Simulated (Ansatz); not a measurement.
# What BiN (model cell, started as CsCl type) distorts into, part 2 of 3

Which phase does BiN (model cell, started as CsCl type) fall into along its unstable mode, and how much energy does it gain?

Ansatz 0.2.0; DFT PBEsol, scalar-relativistic, plane waves, PAW.

So far, highest frequency on path, mesh or solved points (cm⁻¹): step 2 (the dispersion) 321. Also lowest frequency on the path (cm⁻¹): step 2 -256.

The structure was built from a prototype and need not be the compound's stable phase.

### Step 4. The mode frozen in, largest atomic shift 0.22 Å

The atoms are moved along the unstable eigenvector, the largest shift by 0.22 Å, with the cell fixed.

The input, input.yaml:

```yaml
crystal:
  lattice:
    - [-3.1375731501, 0.0, 0.0]
    - [0.0, -3.1375731501, -3.1375731501]
    - [0.0, -3.1375731501, 3.1375731501]
  atoms:
    - { symbol: Bi, position: [0.0, 0.4981423707, 0.4965596033] }
    - { symbol: Bi, position: [0.0, 1.0018576293, 1.0034403967] }
    - { symbol: "N", position: [0.5, 0.0235564637, 0.4563725767] }
    - { symbol: "N", position: [0.5, 0.4764435363, 0.0436274233] }
kpoints:
  mp_grid: { grid: [14, 10, 10] }
hamiltonian:
  xc: pbesol
scf:
  occupations: { method: methfessel_paxton, width: 0.2 }
output:
  forces: true
  stress: true
  eigenvalues: true
```

Started as:

```bash
$ ansatz run input.yaml --threads 4 --pin off --max-ram 7168MiB --backend cpu --events-out ev --progress --plain --runs-dir out
```

What it wrote:

```text
[...]
Crystal: 4 atoms, lattice volume = 61.775 Å³
Basis set: ecut = 420 eV, 1195 PW (Γ), exchange–correlation on 48×60×60 points (8 copies of the dense FFT grid, shifted against one another)
Bands: 24, of which v1, the nominal top of the filled ones, is band 20 counted from 1 (19 counted from 0)
Symmetry: 4 space group operations
[...]
k-points: 416 of 1400
[...]
--- Band table (eV; the first three rows and the last of 416) ---
  k-point 0: bands = [... 16 lower, 11.9834, 12.1614, 12.4193, 13.7768, 17.3240, 17.7362, 21.2061, 21.4692]
  k-point 1: bands = [... 16 lower, 12.0376, 12.1347, 12.4622, 13.7725, 17.2788, 17.6689, 20.6608, 20.8216]
  k-point 2: bands = [... 16 lower, 11.7799, 12.1916, 12.8610, 13.7524, 16.9614, 17.6800, 19.7711, 20.0473]
  k-point 415: bands = [... 16 lower, 7.9975, 8.1499, 13.7490, 14.0002, 17.4254, 17.7524, 17.9954, 18.1287]
[key lines of the parts left out:]
SCF converged after 7 iterations
Free energy (F): -25236.119900 eV
Fermi energy:    14.200947 eV
P = ⅓ Tr σ = 1.6107 GPa (16.107 kbar)
```

Run time: 6.8 s. Hardware: 4 threads of Arm Neoverse V2, shared host; peak memory 0.69 GiB.

Numbers from this step:

| Item | Value |
| --- | --- |
| pressure | 1.611 GPa |
| energy from the undistorted cell | -24.03 meV/atom |

The energy, extrapolated to zero smearing, is -24.03 meV/atom against the undistorted cell.

The run ends at a pressure of 1.61 GPa, with forces up to 0.68 eV/Å.

### Step 5. Energy along the mode, all amplitudes (two of the runs are shown above)

An imaginary frequency means negative curvature, so the energy should fall and then rise again as anharmonic terms take over.

Numbers from this step:

```yaml
depth_at_the_lowest_point_sampled: 24.03 meV/atom
largest_atomic_shift_at_that_point: 0.22 Å
```

Energy from the parent against largest atomic shift:

```csv
largest atomic shift (Å),energy from the parent (meV/atom)
0.000,0
0.040,-1.75
0.080,-6.12
0.140,-15.1
0.220,-24.0
0.320,-15.0
0.450,47.8
```

Displacement at unit largest shift by atom:

```csv
atom,x (Å),y (Å),z (Å),size
Bi1,0.000,0.076,-0.023,0.079
Bi2,0.000,-0.076,0.023,0.079
N3,0.000,0.286,-0.958,1.000
N4,0.000,-0.286,0.958,1.000
```

The lowest step is at 0.22 Å, 24.0 meV/atom below the parent, and the energy rises beyond it.

### Step 6. Relaxing from the distorted cell

Starting from the lowest point found, all atoms and the cell are let go, so that strain and other modes of the same symmetry can join in.

input.yaml, as its differences from that of step 4:

```diff
@@ -20 +20,6 @@
   eigenvalues: true
+relax:
+  adjacent_minimum: "off"
+  f_tol: 0.002
+  max_steps: 120
+  cell: { stress_tol: 0.03 }
```

What it wrote:

```text
[...]
Crystal: 4 atoms, lattice volume = 61.775 Å³
Basis set: ecut = 420 eV, 1195 PW (Γ), exchange–correlation on 48×60×60 points (8 copies of the dense FFT grid, shifted against one another)
Bands: 24, of which v1, the nominal top of the filled ones, is band 20 counted from 1 (19 counted from 0)
Symmetry: 4 space group operations
[...]
k-points: 416 of 1400
[...]
SCF iter   1: F=—  HF=-25236.155795 eV  |F-HF|=—  |Δ(HF+E_count)|=         —  Δρ=1.53e-2  dr2=1.86e-1  ethr=1.77e-3  ⟨swp⟩=5.4  Hψ=43440  notcnv=0
[...]
SCF iter   7: F=-25236.119900 eV  HF=-25236.119900 eV  |F-HF|=3.46e-9  |Δ(HF+E_count)|=   1.29e-8  S|Δr|=    0.00e0  Δρ=2.48e-6  dr2=6.98e-9  ethr=2.50e-10  ⟨swp⟩=5.8  Hψ=44650  notcnv=0
SCF 1 converged in 7 iterations: F = -25236.119900 eV  dr2 = 6.98e-9
[...]
relax step   1: F+E_penalty+E_count = -25236.11989986 eV  Δ(F+E_penalty+E_count) = +0.000e0 eV  max|allowed force component| = 6.378e-1 eV/Å  Δτ_max = 0.0000 Å  P = +1.611 GPa  Ω = 61.775 Å³  (7 SCF iters, dr2 threshold 1.00e-7 eV, accepted)
Crystal: 4 atoms, lattice volume = 65.261 Å³
Basis set: ecut = 420 eV, 1271 PW (Γ), exchange–correlation on 48×60×60 points (8 copies of the dense FFT grid, shifted against one another)
[...]
SCF iter   6: F=-25235.874985 eV  HF=-25235.874985 eV  |F-HF|=4.07e-8  |Δ(HF+E_count)|=   2.15e-7  S|Δr|=    0.00e0  Δρ=1.20e-5  dr2=1.53e-7  ethr=1.00e-9  ⟨swp⟩=7.3  Hψ=49533  notcnv=0
SCF 2 converged in 6 iterations: F = -25235.874985 eV  dr2 = 1.53e-7
relax step   2: F+E_penalty+E_count = -25235.87498541 eV  Δ(F+E_penalty+E_count) = +2.449e-1 eV  max|allowed force component| = 2.049e0 eV/Å  Δτ_max = 0.1828 Å  P = +1.179 GPa  Ω = 65.261 Å³  energy of the carried Pulay correction = -7.096e-3 eV  (6 SCF iters, dr2 threshold 4.00e-7 eV, rejected (line search))
Crystal: 4 atoms, lattice volume = 63.768 Å³
Basis set: ecut = 420 eV, 1243 PW (Γ), exchange–correlation on 48×60×60 points (8 copies of the dense FFT grid, shifted against one another)
[...]
SCF iter  10: F=-25236.196830 eV  HF=-25236.196830 eV  |F-HF|=3.64e-12  |Δ(HF+E_count)|=  7.28e-12  S|Δr|=    0.00e0  Δρ=3.86e-8  dr2=1.48e-12  ethr=1.00e-12  ⟨swp⟩=6.1  Hψ=47483  notcnv=0
SCF 3 converged in 10 iterations: F = -25236.196830 eV  dr2 = 1.48e-12
relax step   3: F+E_penalty+E_count = -25236.19683039 eV  Δ(F+E_penalty+E_count) = -7.693e-2 eV  max|allowed force component| = 2.931e-1 eV/Å  Δτ_max = 0.0520 Å  P = -0.842 GPa  Ω = 63.768 Å³  energy of the carried Pulay correction = -4.105e-3 eV  (10 SCF iters, accepted)
[... from here on, the SCF cycles and remarks between the steps are left out ...]
relax step   4: F+E_penalty+E_count = -25236.23885156 eV  Δ(F+E_penalty+E_count) = -4.202e-2 eV  max|allowed force component| = 4.935e-1 eV/Å  Δτ_max = 0.0800 Å  P = +2.269 GPa  Ω = 64.379 Å³  energy of the carried Pulay correction = -5.338e-3 eV  (6 SCF iters, dr2 threshold 4.00e-7 eV, accepted)
relax step   5: F+E_penalty+E_count = -25236.26722615 eV  Δ(F+E_penalty+E_count) = -2.837e-2 eV  max|allowed force component| = 1.615e-1 eV/Å  Δτ_max = 0.0398 Å  P = +0.238 GPa  Ω = 65.872 Å³  energy of the carried Pulay correction = -8.300e-3 eV  (6 SCF iters, dr2 threshold 4.00e-7 eV, accepted)
relax step   6: F+E_penalty+E_count = -25236.28813422 eV  Δ(F+E_penalty+E_count) = -2.091e-2 eV  max|allowed force component| = 3.820e-2 eV/Å  Δτ_max = 0.0796 Å  P = -0.028 GPa  Ω = 66.205 Å³  energy of the carried Pulay correction = -8.952e-3 eV  (5 SCF iters, dr2 threshold 4.00e-7 eV, accepted)
relax step   7: F+E_penalty+E_count = -25236.28851513 eV  Δ(F+E_penalty+E_count) = -3.809e-4 eV  max|allowed force component| = 3.739e-2 eV/Å  Δτ_max = 0.0116 Å  P = +0.209 GPa  Ω = 65.997 Å³  energy of the carried Pulay correction = -8.545e-3 eV  (4 SCF iters, dr2 threshold 3.89e-7 eV, rejected (line search))
relax step   8: F+E_penalty+E_count = -25236.28891569 eV  Δ(F+E_penalty+E_count) = -7.815e-4 eV  max|allowed force component| = 4.018e-3 eV/Å  Δτ_max = 0.0060 Å  P = +0.038 GPa  Ω = 66.187 Å³  energy of the carried Pulay correction = -8.916e-3 eV  (8 SCF iters, accepted)
relax step   9: F+E_penalty+E_count = -25236.28905632 eV  Δ(F+E_penalty+E_count) = -1.406e-4 eV  max|allowed force component| = 3.858e-3 eV/Å  Δτ_max = 0.0004 Å  P = +0.037 GPa  Ω = 66.193 Å³  energy of the carried Pulay correction = -8.928e-3 eV  (4 SCF iters, dr2 threshold 5.72e-8 eV, accepted)
relax step  10: F+E_penalty+E_count = -25236.28941164 eV  Δ(F+E_penalty+E_count) = -3.553e-4 eV  max|allowed force component| = 6.535e-3 eV/Å  Δτ_max = 0.0043 Å  P = -0.058 GPa  Ω = 66.248 Å³  energy of the carried Pulay correction = -9.036e-3 eV  (5 SCF iters, dr2 threshold 2.81e-8 eV, accepted)
relax step  11: F+E_penalty+E_count = -25236.29002288 eV  Δ(F+E_penalty+E_count) = -6.112e-4 eV  max|allowed force component| = 2.714e-2 eV/Å  Δτ_max = 0.0044 Å  P = +0.332 GPa  Ω = 66.186 Å³  energy of the carried Pulay correction = -8.915e-3 eV  (6 SCF iters, dr2 threshold 2.30e-8 eV, accepted)
relax step  12: F+E_penalty+E_count = -25236.29654523 eV  Δ(F+E_penalty+E_count) = -6.522e-3 eV  max|allowed force component| = 9.604e-2 eV/Å  Δτ_max = 0.0129 Å  P = +1.215 GPa  Ω = 66.224 Å³  energy of the carried Pulay correction = -8.989e-3 eV  (5 SCF iters, dr2 threshold 4.00e-7 eV, accepted)
relax step  13: F+E_penalty+E_count = -25236.31641494 eV  Δ(F+E_penalty+E_count) = -1.987e-2 eV  max|allowed force component| = 1.331e-1 eV/Å  Δτ_max = 0.0167 Å  P = +1.393 GPa  Ω = 66.391 Å³  energy of the carried Pulay correction = -9.315e-3 eV  (5 SCF iters, dr2 threshold 4.00e-7 eV, accepted)
relax step  14: F+E_penalty+E_count = -25236.32291839 eV  Δ(F+E_penalty+E_count) = -6.503e-3 eV  max|allowed force component| = 2.224e-1 eV/Å  Δτ_max = 0.0279 Å  P = +2.510 GPa  Ω = 66.077 Å³  energy of the carried Pulay correction = -8.701e-3 eV  (5 SCF iters, dr2 threshold 4.00e-7 eV, accepted)
relax step  15: F+E_penalty+E_count = -25236.15987532 eV  Δ(F+E_penalty+E_count) = +1.630e-1 eV  max|allowed force component| = 3.046e-1 eV/Å  Δτ_max = 0.1679 Å  P = -4.521 GPa  Ω = 67.303 Å³  energy of the carried Pulay correction = -1.108e-2 eV  (6 SCF iters, dr2 threshold 4.00e-7 eV, rejected (line search))
relax step  16: F+E_penalty+E_count = -25236.33578926 eV  Δ(F+E_penalty+E_count) = -1.287e-2 eV  max|allowed force component| = 7.579e-2 eV/Å  Δτ_max = 0.0638 Å  P = +0.429 GPa  Ω = 65.483 Å³  energy of the carried Pulay correction = -7.536e-3 eV  (10 SCF iters, accepted)
[...]
relax step  32: F+E_penalty+E_count = -25236.62721226 eV  Δ(F+E_penalty+E_count) = -1.822e-2 eV  max|allowed force component| = 6.619e-2 eV/Å  Δτ_max = 0.0482 Å  P = +0.989 GPa  Ω = 75.363 Å³  energy of the carried Pulay correction = -3.659e-3 eV  (6 SCF iters, dr2 threshold 4.00e-7 eV, accepted)
relax step  33: F+E_penalty+E_count = -25236.63755366 eV  Δ(F+E_penalty+E_count) = -1.034e-2 eV  max|allowed force component| = 5.226e-2 eV/Å  Δτ_max = 0.1060 Å  P = +0.268 GPa  Ω = 78.325 Å³  energy of the carried Pulay correction = -1.095e-2 eV  (6 SCF iters, dr2 threshold 4.00e-7 eV, accepted)
relax step  34: F+E_penalty+E_count = -25236.63950179 eV  Δ(F+E_penalty+E_count) = -1.948e-3 eV  max|allowed force component| = 3.323e-2 eV/Å  Δτ_max = 0.0433 Å  P = -0.002 GPa  Ω = 78.992 Å³  energy of the carried Pulay correction = -1.283e-2 eV  (6 SCF iters, dr2 threshold 4.00e-7 eV, accepted)
relax step  35: F+E_penalty+E_count = -25236.64150638 eV  Δ(F+E_penalty+E_count) = -2.005e-3 eV  max|allowed force component| = 2.729e-2 eV/Å  Δτ_max = 0.0807 Å  P = +0.132 GPa  Ω = 79.725 Å³  energy of the carried Pulay correction = -1.505e-2 eV  (6 SCF iters, dr2 threshold 4.00e-7 eV, accepted)
relax step  36: F+E_penalty+E_count = -25236.63968381 eV  Δ(F+E_penalty+E_count) = +1.823e-3 eV  max|allowed force component| = 1.339e-2 eV/Å  Δτ_max = 0.0683 Å  P = -0.134 GPa  Ω = 80.723 Å³  energy of the carried Pulay correction = -1.827e-2 eV  (6 SCF iters, dr2 threshold 1.34e-7 eV, accepted)
relax step  37: F+E_penalty+E_count = -25236.64013575 eV  Δ(F+E_penalty+E_count) = -4.519e-4 eV  max|allowed force component| = 3.457e-2 eV/Å  Δτ_max = 0.0446 Å  P = +0.363 GPa  Ω = 80.417 Å³  energy of the carried Pulay correction = -1.728e-2 eV  (6 SCF iters, dr2 threshold 2.03e-7 eV, rejected (line search))
relax step  38: F+E_penalty+E_count = -25236.64063291 eV  Δ(F+E_penalty+E_count) = -9.491e-4 eV  max|allowed force component| = 2.605e-2 eV/Å  Δτ_max = 0.0220 Å  P = +0.122 GPa  Ω = 80.334 Å³  energy of the carried Pulay correction = -1.699e-2 eV  (10 SCF iters, rejected (line search))
relax step  39: F+E_penalty+E_count = -25236.64046491 eV  Δ(F+E_penalty+E_count) = -7.811e-4 eV  max|allowed force component| = 5.831e-3 eV/Å  Δτ_max = 0.0110 Å  P = -0.041 GPa  Ω = 80.570 Å³  energy of the carried Pulay correction = -1.777e-2 eV  (9 SCF iters, accepted)
relax step  40: F+E_penalty+E_count = -25236.64050176 eV  Δ(F+E_penalty+E_count) = -3.685e-5 eV  max|allowed force component| = 6.438e-4 eV/Å  Δτ_max = 0.0174 Å  P = +0.002 GPa  Ω = 80.584 Å³  energy of the carried Pulay correction = -1.782e-2 eV  (6 SCF iters, dr2 threshold 1.87e-8 eV, accepted)
relax step  41: F+E_penalty+E_count = -25236.66678993 eV  Δ(F+E_penalty+E_count) = -2.629e-2 eV  max|allowed force component| = 1.306e-3 eV/Å  Δτ_max = 0.0000 Å  P = +0.127 GPa  Ω = 80.584 Å³  stress off target by 5.08e-1 GPa  SCF on the basis re-selected at this cell (its energy is not comparable with the rows above)  (7 SCF iters)
relax step  42: F+E_penalty+E_count = -25236.66694284 eV  Δ(F+E_penalty+E_count) = -1.529e-4 eV  max|allowed force component| = 6.279e-3 eV/Å  Δτ_max = 0.0693 Å  P = +0.029 GPa  Ω = 81.636 Å³  energy of the carried Pulay correction = -1.762e-3 eV  (6 SCF iters, dr2 threshold 4.00e-7 eV, accepted)
relax step  43: F+E_penalty+E_count = -25236.66667998 eV  Δ(F+E_penalty+E_count) = +2.629e-4 eV  max|allowed force component| = 2.648e-3 eV/Å  Δτ_max = 0.0111 Å  P = +0.000 GPa  Ω = 81.821 Å³  energy of the carried Pulay correction = -2.090e-3 eV  (6 SCF iters, dr2 threshold 2.52e-8 eV, accepted)
relax step  44: F+E_penalty+E_count = -25236.66665609 eV  Δ(F+E_penalty+E_count) = +2.389e-5 eV  max|allowed force component| = 9.072e-4 eV/Å  Δτ_max = 0.0005 Å  P = -0.003 GPa  Ω = 81.840 Å³  energy of the carried Pulay correction = -2.123e-3 eV  (4 SCF iters, dr2 threshold 8.83e-9 eV, accepted)
relax step  45: F+E_penalty+E_count = -25236.66665296 eV  Δ(F+E_penalty+E_count) = +3.125e-6 eV  max|allowed force component| = 1.475e-3 eV/Å  Δτ_max = 0.0013 Å  P = +0.012 GPa  Ω = 81.843 Å³  energy of the carried Pulay correction = -2.129e-3 eV  (5 SCF iters, dr2 threshold 2.38e-9 eV, accepted)
relax step  46: F+E_penalty+E_count = -25236.66669667 eV  Δ(F+E_penalty+E_count) = -4.371e-5 eV  max|allowed force component| = 2.601e-3 eV/Å  Δτ_max = 0.0041 Å  P = +0.001 GPa  Ω = 81.815 Å³  energy of the carried Pulay correction = -2.079e-3 eV  (9 SCF iters, rejected (line search))
relax step  47: F+E_penalty+E_count = -25236.66665440 eV  Δ(F+E_penalty+E_count) = -1.434e-6 eV  max|allowed force component| = 4.141e-4 eV/Å  Δτ_max = 0.0020 Å  P = -0.006 GPa  Ω = 81.842 Å³  energy of the carried Pulay correction = -2.128e-3 eV  (8 SCF iters, accepted)
relax step  48: F+E_penalty+E_count = -25236.66891954 eV  Δ(F+E_penalty+E_count) = -2.265e-3 eV  max|allowed force component| = 4.902e-4 eV/Å  Δτ_max = 0.0000 Å  P = -0.002 GPa  Ω = 81.842 Å³  stress off target by 3.81e-2 GPa  SCF on the basis re-selected at this cell (its energy is not comparable with the rows above)  (5 SCF iters)
relax step  49: F+E_penalty+E_count = -25236.66882494 eV  Δ(F+E_penalty+E_count) = +9.460e-5 eV  max|allowed force component| = 5.023e-4 eV/Å  Δτ_max = 0.0052 Å  P = +0.001 GPa  Ω = 81.910 Å³  energy of the carried Pulay correction = -1.063e-4 eV  (6 SCF iters, dr2 threshold 3.64e-9 eV, accepted)
[...]
SCF iter   5: F=-25236.668923 eV  HF=-25236.668923 eV  |F-HF|=1.46e-11  |Δ(HF+E_count)|=  4.00e-11  S|Δr|=    0.00e0  Δρ=7.23e-8  dr2=5.93e-12  ethr=1.00e-12  ⟨swp⟩=5.2  Hψ=50765  notcnv=0
SCF 50 converged in 5 iterations: F = -25236.668923 eV  dr2 = 5.93e-12
relax step  50: F+E_penalty+E_count = -25236.66892310 eV  Δ(F+E_penalty+E_count) = -9.816e-5 eV  max|allowed force component| = 5.036e-4 eV/Å  Δτ_max = 0.0000 Å  P = +0.001 GPa  Ω = 81.910 Å³  stress off target by 6.80e-3 GPa  SCF on the basis re-selected at this cell (its energy is not comparable with the rows above)  (5 SCF iters)
[...]
SCF converged after 5 iterations
[...]
Free energy (F): -25236.668923 eV
[...]
Internal energy: -25236.671154 eV  (E = F + TS)
E sigma→0 (E₀):  -25236.669481 eV
Entropy (-TS):   0.002231 eV (0.558 meV/atom)
Fermi energy:    9.246123 eV
[...]
--- Forces (eV/Å), atoms counted from 1 ---
  atom   1  Bi     0.00000000    -0.00050358     0.00033913
  atom   2  Bi     0.00000000     0.00050358    -0.00033913
  atom   3  N      0.00000000    -0.00049357     0.00032144
  atom   4  N      0.00000000     0.00049357    -0.00032144
  max |Σ_I F_I| component: 0.00e0 eV/Å
--- Stress (GPa, compression-positive) ---
       -0.003614       0.000000       0.000000
        0.000000       0.002022       0.003555
        0.000000       0.003555       0.004155
  P = ⅓ Tr σ = 0.0009 GPa (0.009 kbar)
--- Band table (eV; the first three rows and the last of 416) ---
  k-point 0: bands = [... 16 lower, 6.7326, 6.9162, 6.9415, 7.8736, 10.9748, 14.0736, 14.2110, 14.6442]
  k-point 1: bands = [... 16 lower, 6.9945, 7.1149, 7.2119, 7.9080, 10.8911, 13.7495, 13.8465, 14.5125]
  k-point 2: bands = [... 16 lower, 7.2082, 7.7505, 7.9728, 8.0390, 10.6497, 13.0160, 13.0556, 14.0531]
  k-point 415: bands = [... 16 lower, 4.6984, 4.6986, 8.3342, 8.3350, 10.4020, 10.4035, 14.8722, 14.8733]
--- Relaxed structure (45 steps of the walk, 37 accepted, 5 SCFs on fresh bases) ---
  F+E_penalty+E_count = -25236.66892310 eV   max|allowed force component| = 5.036e-4 eV/Å   (the final SCF, on the basis selected at the relaxed cell)
  cell:  # Å, volume = 81.9099 Å³
    - [-3.359095, 0.0, 0.0]
    - [0.0, -4.752005, -4.751345]
    - [0.0, -2.566218, 2.565558]
  atoms:
    - { symbol: Bi, position: [0.0, 0.499999, 0.326640] }
    - { symbol: Bi, position: [0.0, 1.000001, 1.173360] }
    - { symbol: N, position: [0.500000, 1.115428e-6, 0.553880] }
    - { symbol: N, position: [0.500000, 0.499999, -0.053880] }
```

Run time: 7.3 min. Hardware: 4 threads; peak memory 0.88 GiB.

The steps of the relaxation (22 of 50):

```csv
step,energy less that of the first step (eV),largest force component (eV/Å),pressure (GPa),volume (Å³)
1,0.0000,0.6378,1.61,61.77
3,-0.0769,0.2931,-0.84,63.77
6,-0.1682,0.0382,-0.03,66.21
8,-0.1690,0.0040,0.04,66.19
10,-0.1695,0.0065,-0.06,66.25
13,-0.1965,0.1331,1.39,66.39
15,-0.0400,0.3046,-4.52,67.30
17,-0.2103,0.0473,-1.80,67.74
20*,-0.3174,0.0045,1.51,66.39
22,-0.3691,0.0305,0.86,68.04
24,-0.4153,0.1146,-0.82,71.98
27,-0.4251,0.0033,0.07,73.21
29,-0.4239,0.0072,-0.07,73.56
31*,-0.4891,0.0059,0.66,73.55
34,-0.5196,0.0332,0.00,78.99
36,-0.5198,0.0134,-0.13,80.72
38,-0.5207,0.0260,0.12,80.33
41*,-0.5469,0.0013,0.13,80.58
43,-0.5468,0.0026,0.00,81.82
45,-0.5468,0.0015,0.01,81.84
48*,-0.5490,0.0005,0.00,81.84
50*,-0.5490,0.0005,0.00,81.91
```

Relaxation steps marked * repeat the geometry before them on a plane-wave basis chosen anew for their cell, so energy and pressure can jump there. Other such steps can lie between the rows shown. Relaxation steps 2, 7, 15, 17, 25, 37, 38, 46 were tried and not accepted.

The run keeps the 4 symmetry operations that the program found, so distortions that break them were not tested.

```csv
cell as run,before,after,change
a (Å),3.138,3.359,+7.1 %
b (Å),4.437,6.720,+51.4 %
c (Å),4.437,3.629,-18.2 %
α (°),90.00,89.99,-0.0 %
volume (Å³/atom),15.44,20.48,+32.6 %
```

The atoms that moved most (Å, as changes of fractional coordinates times the final cell):

```csv
atom,dx,dy,dz,length
Bi2,0.000,-0.427,0.445,0.617
Bi1,0.000,0.427,-0.445,0.617
N4,0.000,0.138,-0.362,0.388
N3,0.000,-0.138,0.362,0.388
```

Final coordinates:

```xyz
4
Lattice="-3.3591 0.0000 0.0000 0.0000 -4.7520 -4.7513 0.0000 -2.5662 2.5656" Properties=species:S:1:pos:R:3 pbc="T T T"
Bi    0.0000   -3.2142   -1.5377
Bi    0.0000   -7.7631   -1.7410
N    -1.6795   -1.4214    1.4210
N    -1.6795   -2.2377   -2.5139
```

This step gave:

| Item | Value |
| --- | --- |
| pressure | 8.55e-4 GPa |
| volume per atom | 20.48 Å³ |

The distorted start has space group P2/m; the relaxation ends in Pmma.

(Part 2 of 3 ends here.)

[Long decimals in the printed logs are rounded to 6 places.]

[Logs are printed without paths, hosts, clocks, repeated set-up lines and the standing remarks that a program may print on its own settings, such as how far it seeks lower states.]

[Hosts, paths, dates, database ids (printed as entryN), source tags and the programs' standing remarks are cut or masked in the printed files.]

[Where the starting crystal was built by hand or by swapping elements, it need not be the compound's stable phase.]
